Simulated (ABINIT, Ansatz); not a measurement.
Planning a run of ABINIT 10.8.3 on In2O3 (R-3c). The input:

```
acell 3*1.0 Angstrom
rprim 
  2.743499999981 1.583960463511 4.836666666700
  -2.743499999981 1.583960463511 4.836666666700
  -0.000000000000 -3.167920927022 4.836666666700
ntypat 2
znucl 49 8
natom 10
typat 1 1 1 1 2 2 2 2 2 2
xred 
  0.357310000000 0.357310000000 0.357310000000
  0.142690000000 0.142690000000 0.142690000000
  0.642690000000 0.642690000000 0.642690000000
  0.857310000000 0.857310000000 0.857310000000
  0.548000000000 0.952000000000 0.250000000000
  0.250000000000 0.548000000000 0.952000000000
  0.952000000000 0.250000000000 0.548000000000
  0.452000000000 0.048000000000 0.750000000000
  0.750000000000 0.452000000000 0.048000000000
  0.048000000000 0.750000000000 0.452000000000
pp_dirpath "pseudos"
pseudos "In.upf, O.upf"
ecut 42
ngkpt 4 4 4
nshiftk 1
shiftk 0 0 0
kptopt 1
chksymbreak 0
istwfk *1
occopt 1
irdwfk 1
optdriver 4
nband 128
gwcalctyp 0
ecutsigx 42
symsigma 1
nkptgw 2
kptgw 
  0.2500000000 0.0000000000 0.0000000000
  0.0000000000 0.0000000000 0.0000000000
bdgw 
  59 62
  59 62
ecuteps 3.6
irdscr 1
ppmodel 4
indata_prefix "in"
outdata_prefix "out"
tmpdata_prefix "tmp"
```

```sh
OMP_NUM_THREADS=1 mpirun -n 4 abinit run.abi > log
```

Question: Estimate wall time and host memory on 4 MPI ranks of Arm Neoverse V1, shared host.

It took 35 s; on shared hardware allow 17 s to 70 s. Peak host memory was 4.4 GiB.

[Paths, hosts, dates, memory and timing lines, banners, echoed tables and standing remarks are left out of the program output.]

[Logs are printed without paths, hosts, clocks, repeated set-up lines and the standing remarks that a program may print on its own settings, such as how far it seeks lower states.]

[Runs of the session that timed out or met a known fault of the program may be left out.]

[Hosts, paths, dates, database ids (printed as entryN), source tags and the programs' standing remarks are cut or masked in the printed files.]

[G0W0 gaps are taken among the corrected bands and points alone; a level outside them can change the order at an edge.]

[Where Ansatz stands beside ABINIT at settings called matched, ABINIT's density can come from a denser mesh and the files from another edition; pairs whose starting gaps differed by over 0.03 eV were left out, so agreement reads better than it is.]
